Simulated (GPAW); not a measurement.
# How BP absorbs and reflects light

Aim: the dielectric function of BP, and the optical constants that follow from it.

Method: DFT, PBE, plane-wave PAW (GPAW data sets), scalar-relativistic, RPA, optical limit, in GPAW 26.7.0.

### Step 1. The structure

Symmetry: F-43m, No. 216, cubic system. Conventional cell: a = 4.538 Å, b = 4.538 Å, c = 4.538 Å, α = 90.00°, β = 90.00°, γ = 90.00°. Nearest to P lie 4 B at 1.97 Å. Nearest to B lie 4 P at 1.97 Å. Farther neighbours are not listed.

Coordinates:

```xyz
2
Lattice="0.0000 2.2690 2.2690 2.2690 0.0000 2.2690 2.2690 2.2690 0.0000" Properties=species:S:1:pos:R:3 pbc="T T T"
P     3.4035    3.4035    3.4035
B     0.0000    0.0000    0.0000
```

### Step 2. Bands for the response

At the fixed density, many empty bands are solved on the mesh of the response, since the spectrum sums over them.

This step: DFT, PBE, plane-wave PAW (GPAW data sets), scalar-relativistic, bands at fixed density (GPAW 26.7.0).

File nscf.py:

```python
from ase.dft.bandgap import bandgap
from gpaw import GPAW, FermiDirac

calc = GPAW('gs.gpw').fixed_density(kpts={'size': (15, 15, 15), 'gamma': True}, nbands=26, convergence={'bands': 20},
                                    occupations=FermiDirac(0.001), txt='nscf.txt')
print('gap (eV)', bandgap(calc, output=None)[0])
print('direct gap (eV)', bandgap(calc, direct=True, output=None)[0])
print('top band over the Fermi level (eV)', min(calc.get_eigenvalues(kpt=k)[19] for k in range(len(calc.get_ibz_k_points()))) - calc.get_fermi_level())
calc.write('full.gpw', mode='all')
```

On the command line:

```bash
$ OMP_NUM_THREADS=1 python nscf.py
```

Numbers of over 12 decimals in the logs are rounded to 6 here.

The program printed:

```text
Diagonalizing LCAO Hamiltonian
Converting LCAO to pw mode
convergence criteria:
- Maximum integral of absolute [eigenst]ate change: 4e-08 eV^2 / valence electron
maximum number of iterations: 150

SCF iterations
|iter     |      energy | eigst |  dens |
|iter:   1||             | +3.27 |       |
|iter:   2||             | +1.53 |       |
|iter:   3||             | -0.81 |       |
|iter:   4||             | -2.55 |       |
|iter:   5||             | -4.48 |       |
|iter:   6||             | -6.08 |       |
|iter:   7||             | -7.22 |       |
|iter:   8||             | -8.23c|       |
SCF steps: 8
  __  _  _
 | _ |_)|_||  |
 |__||  | ||/\| - 26.7.0

Versions:
  Python: 3.12.14
  ASE:    3.29.0
  Numpy:  2.5.5
  Scipy:  1.18.1
  Libxc:  7.0.0

Input parameters:
  mode=PW(ecut=550.0),
  convergence={'bands': 20},
  gpts=array([18, 18, 18]),
  kpts=MonkhorstPack(size=(15, 15, 15), gamma=True),
  maxiter=150,
  nbands=26,
  occupations=Occupations(name='fermi-dirac', width=0.001, fixmagmom=False),
  parallel={},
  xc=XC(name='PBE')

--- standard output ---
gap (eV) 1.245286
direct gap (eV) 3.405526
top band over the Fermi level (eV) 30.105842
```

Run time: 32 s. Hardware: 1 thread of Arm Neoverse V2, shared host; peak memory 0.18 GiB.

Numbers from this step:

| Property | Result |
| --- | --- |
| gap on the k-mesh | 1.245 eV |
| direct gap on the mesh | 3.406 eV |

### Step 3. Dielectric function, RPA

Local fields let the induced charge screen the field inside the cell, which as a rule lowers ε, most along directions where the density is uneven.

This step: DFT, PBE, plane-wave PAW (GPAW data sets), scalar-relativistic, RPA, optical limit (GPAW 26.7.0).

File df.py:

```python
from gpaw.response.df import DielectricFunction

df = DielectricFunction('full.gpw', frequencies={'type': 'nonlinear', 'domega0': 0.03, 'omega2': 8},
                        ecut=70,
                        eta=0.12,
                        nbands=20,
                        txt='df.txt')
for direction in ['x']:
    df.get_dielectric_function(xc='RPA', direction=direction, filename=f'df_{direction}.csv')
```

On the command line:

```bash
$ OMP_NUM_THREADS=1 python df.py
```

The program printed:

```text
Using integrator: PointIntegrator
NonLinearFrequencyDescriptor(from 0.000 to 52.646 eV, 472 points)
Nonperiodic BCs:  [False False False]
Using integrator: PointIntegrator
NonLinearFrequencyDescriptor(from 0.000 to 52.646 eV, 472 points)
Nonperiodic BCs:  [False False False]

Calculating chi0 body with:
    Ground state adapter containing:
    Number of spins: 1
    Number of kpoints: 3375
    Number of irreducible kpoints: 120
    Number of completely occupied states: 4
    Number of partially occupied states: 4

    Linear response parametrization:
    q_c: [0.0, 0.0, 0.0]
    Number of frequency points: 472
    Planewave cutoff: 70.0
    Number of bands: 20
    Number of planewaves: 27
    Broadening (eta): 0.12

Integrating chi0 body.

Symmetries of q_c:
    Direct symmetries (Uq -> q): 24
    Indirect symmetries (TUq -> q): 24
In total 48 allowed symmetries.

120 groups of equivalent kpoints. 96.444444% reduction.

Integral kind: spectral function

Calculating chi0 optical extensions with:
    Ground state adapter containing:
    Number of spins: 1
    Number of kpoints: 3375
    Number of irreducible kpoints: 120
    Number of completely occupied states: 4
    Number of partially occupied states: 4

    Linear response parametrization:
    Number of frequency points: 472
    Planewave cutoff: 70.0
    Number of bands: 20
    Number of planewaves: 27
    Broadening (eta): 0.12
Integrating chi0 head and wings.

Symmetries of q_c:
    Direct symmetries (Uq -> q): 24
    Indirect symmetries (TUq -> q): 24
In total 48 allowed symmetries.

120 groups of equivalent kpoints. 96.444444% reduction.

Integral kind: spectral function wings
```

Run time: 4.6 s. Hardware: 1 thread; peak memory 0.21 GiB.

This step gave:

| Quantity | Value |
| --- | --- |
| electronic dielectric constant ε∞, mean over x, y and z (by symmetry where fewer were run) | 8.816 |
| main peak of Im epsilon, first axis | 5.794 eV |

The Im ε, E ∥ x has structure finer than the step of the table below, so its rows give means over 0.5 eV, whole bins alone (the curve runs from 0 to 14.0 eV). Peaks (eV: height): 5.82: 30.4, 6.44: 30.0.

Values under the direct gap are tails of Lorentzian lines. Table of Im ε, E ∥ x by photon energy; means over each step:

photon energy (eV), Im ε, E ∥ x and a bar:
```
      0.5        0.0 
      1.0        0.1 
      1.5        0.1 
      2.0        0.2 
      2.5        0.2 
      3.0        0.5 #
      3.5        2.2 ###
      4.0        4.2 #####
      4.5        6.9 #########
      5.0       10.3 #############
      5.5       20.3 ##########################
      6.0       23.7 ##############################
      6.5       23.3 #############################
      7.0       11.8 ###############
      7.5        7.3 #########
      8.0        7.3 #########
      8.5        7.6 ##########
      9.0        5.2 #######
      9.5        3.3 ####
     10.0        2.7 ###
     10.5        3.0 ####
     11.0        2.8 ####
     11.5        2.3 ###
     12.0        1.5 ##
     12.5        1.6 ##
     13.0        1.5 ##
     13.5        1.3 ##
```

Table of Re ε, E ∥ x by photon energy:

| photon energy (eV) | Re ε, E ∥ x |
| --- | --- |
| 0.0 | 8.82 |
| 0.5 | 8.87 |
| 1.0 | 9.05 |
| 1.5 | 9.36 |
| 2.0 | 9.86 |
| 2.5 | 10.6 |
| 3.0 | 12.0 |
| 3.5 | 14.4 |
| 4.0 | 14.7 |
| 4.5 | 14.5 |
| 5.0 | 17.0 |
| 5.5 | 19.7 |
| 6.0 | 0.443 |
| 6.5 | -8.98 |
| 7.0 | -8.38 |
| 7.5 | -5.12 |
| 8.0 | -2.65 |
| 8.5 | -5.20 |
| 9.0 | -5.46 |
| 9.5 | -4.44 |
| 10.0 | -2.94 |
| 10.5 | -2.16 |
| 11.0 | -2.65 |
| 11.5 | -2.70 |
| 12.0 | -2.14 |
| 12.5 | -1.71 |
| 13.0 | -1.61 |
| 13.5 | -1.59 |

Reflectivity at normal incidence, E ∥ x against photon energy; read off at these points:

```
photon energy (eV)  reflectivity at normal incidence, E ∥ x (%)
             0.000                                         24.6
             0.250                                         24.6
             0.500                                         24.7
             0.750                                         24.9
             1.000                                         25.1
             1.250                                         25.4
             1.500                                         25.7
             1.750                                         26.2
             2.000                                         26.7
             2.250                                         27.4
             2.500                                         28.2
             2.750                                         29.2
             3.000                                         30.4
             3.250                                         32.2
             3.500                                         34.2
             3.750                                         35.1
             4.000                                         35.4
             4.250                                         38.0
             4.500                                         37.3
             4.750                                         39.6
             5.000                                         42.0
             5.250                                         44.0
             5.500                                         49.6
             5.750                                         55.9
             5.867                                         57.9
             6.000                                         54.7
             6.250                                         51.4
             6.500                                         65.1
             6.548                                         66.2
             6.750                                         64.5
             7.000                                         63.4
             7.250                                         63.4
             7.500                                         56.5
             7.750                                         52.6
             8.000                                         46.7
             8.250                                         48.6
             8.500                                         56.4
             8.750                                         57.4
             9.000                                         61.9
             9.250                                         63.0
             9.500                                         63.0
             9.617                                         64.5
             9.750                                         62.2
            10.000                                         54.6
            10.250                                         51.6
            10.500                                         45.6
            10.750                                         50.2
            11.000                                         50.8
            11.250                                         54.4
            11.500                                         54.8
            11.750                                         62.4
            11.788                                         62.8
            12.000                                         58.1
            12.250                                         54.5
            12.500                                         49.8
            12.750                                         50.6
            13.000                                         49.8
            13.250                                         50.1
            13.500                                         51.9
            13.750                                         53.6
```

The loss function −Im 1/ε at q → 0, E ∥ x has structure finer than the step of the table below, so its rows give means over 0.5 eV, whole bins alone (the curve runs from 0 to 14.0 eV). Peaks (eV: height): 7.91: 0.128, 10.45: 0.220, 13.60: 0.312.

Values under the direct gap are tails of Lorentzian lines. The loss function −Im 1/ε at q → 0, E ∥ x by energy loss; means over each step:

```
energy loss (eV)  loss function −Im 1/ε at q → 0, E ∥ x
             0.5                                 3.5e-4
             1.0                                 7.0e-4
             1.5                                0.00109
             2.0                                0.00153
             2.5                                0.00211
             3.0                                0.00326
             3.5                                0.00996
             4.0                                 0.0180
             4.5                                 0.0239
             5.0                                 0.0251
             5.5                                 0.0255
             6.0                                 0.0423
             6.5                                 0.0382
             7.0                                 0.0565
             7.5                                 0.0886
             8.0                                  0.117
             8.5                                 0.0943
             9.0                                 0.0928
             9.5                                  0.107
            10.0                                  0.167
            10.5                                  0.205
            11.0                                  0.185
            11.5                                  0.178
            12.0                                  0.213
            12.5                                  0.285
            13.0                                  0.301
            13.5                                  0.308
```

The Im ε, E ∥ x has structure finer than the step of the table below, so its rows give means over 0.25 eV, whole bins alone (the curve runs from 0 to 14.0 eV). Peaks (eV: height): without local fields 5.765: 34.6, 6.387: 32.0; with local fields 5.816: 30.4, 6.441: 30.0.

Values under the direct gap are tails of Lorentzian lines. Table of Im ε, E ∥ x by photon energy; means over each step:

| photon energy (eV) | without local fields | with local fields |
| --- | --- | --- |
| 0.25 | 0.0149 | 0.0134 |
| 0.50 | 0.0302 | 0.0272 |
| 0.75 | 0.0463 | 0.0418 |
| 1.00 | 0.0639 | 0.0577 |
| 1.25 | 0.0835 | 0.0753 |
| 1.50 | 0.106 | 0.0955 |
| 1.75 | 0.133 | 0.120 |
| 2.00 | 0.166 | 0.149 |
| 2.25 | 0.208 | 0.187 |
| 2.50 | 0.266 | 0.239 |
| 2.75 | 0.353 | 0.317 |
| 3.00 | 0.507 | 0.456 |
| 3.25 | 0.935 | 0.844 |
| 3.50 | 2.14 | 1.93 |
| 3.75 | 4.37 | 3.96 |
| 4.00 | 4.45 | 4.00 |
| 4.25 | 6.39 | 5.66 |
| 4.50 | 7.91 | 7.02 |
| 4.75 | 8.73 | 7.61 |
| 5.00 | 12.3 | 10.6 |
| 5.25 | 15.0 | 12.7 |
| 5.50 | 24.1 | 20.0 |
| 5.75 | 33.0 | 28.7 |
| 6.00 | 24.6 | 22.5 |
| 6.25 | 25.7 | 22.5 |
| 6.50 | 25.8 | 25.6 |
| 6.75 | 15.3 | 15.8 |
| 7.00 | 11.4 | 11.5 |
| 7.25 | 8.79 | 8.90 |
| 7.50 | 7.30 | 7.18 |
| 7.75 | 6.81 | 6.52 |
| 8.00 | 7.90 | 7.42 |
| 8.25 | 8.52 | 8.17 |
| 8.50 | 7.56 | 7.76 |
| 8.75 | 6.17 | 6.46 |
| 9.00 | 4.87 | 5.12 |
| 9.25 | 3.90 | 4.12 |
| 9.50 | 3.11 | 3.27 |
| 9.75 | 2.59 | 2.61 |
| 10.00 | 2.78 | 2.72 |
| 10.25 | 2.74 | 2.69 |
| 10.50 | 3.10 | 3.02 |
| 10.75 | 2.93 | 3.08 |
| 11.00 | 2.71 | 2.89 |
| 11.25 | 2.37 | 2.52 |
| 11.50 | 2.17 | 2.34 |
| 11.75 | 1.58 | 1.73 |
| 12.00 | 1.42 | 1.47 |
| 12.25 | 1.48 | 1.50 |
| 12.50 | 1.56 | 1.58 |
| 12.75 | 1.49 | 1.56 |
| 13.00 | 1.36 | 1.46 |
| 13.25 | 1.33 | 1.43 |
| 13.50 | 1.23 | 1.32 |
| 13.75 | 1.08 | 1.19 |

Optical constants at common wavelengths, from n + ik = √ε:

```
wavelength (nm)     n      k  R (%)     1/α
           1550  2.99  0.007   24.9   16 µm
            800  3.07  0.016   25.8  3.9 µm
            633  3.13  0.023   26.6  2.2 µm
            450  3.35  0.047   29.2  759 nm
            308  3.88  0.526   35.6   47 nm
            248  4.31  1.244   42.0   16 nm
            193  3.74  3.990   61.1  3.8 nm
```

Below the direct gap, k and the depth come from the tails of the Lorentzian lines, not from transitions.

Rows near the edge hang on the gap, which this functional as a rule makes too small, and phonon-assisted absorption is left out.

### Step 4. Outcome

| Property | Result |
| --- | --- |
| electronic dielectric constant ε∞, mean over x, y and z (by symmetry where fewer were run) (RPA) | 8.82 |
| main peak of Im epsilon, first axis | 5.79 eV |

In words: At this level (PBE, RPA) BP has ε∞ = 8.82 and n = 2.99 at 1550 nm, and Im ε peaks at 5.8 eV. On the mesh the gap is 1.25 eV and the least direct gap 3.41 eV, so on this mesh the band edges lie at different points. Local fields change the static value along x from 9.42 to 8.82 (-6 %). Distinct maxima of Im ε, read by a parabola through the highest points, lie at 5.79 eV (31), 6.43 eV (30) and 8.36 eV (8.7). Excitons and phonon-assisted transitions are missing; PBE gaps are as a rule too small, which pulls the onset down and ε∞ up. The sum runs over mesh points, so small or evenly spaced maxima can still be ripples of the mesh.

[Machine, clock and banner lines and Python warnings are left out of the logs.]

[Logs are printed without paths, hosts, clocks, repeated set-up lines and the standing remarks that a program may print on its own settings, such as how far it seeks lower states.]

[Hosts, paths, dates, database ids (printed as entryN), source tags and the programs' standing remarks are cut or masked in the printed files.]
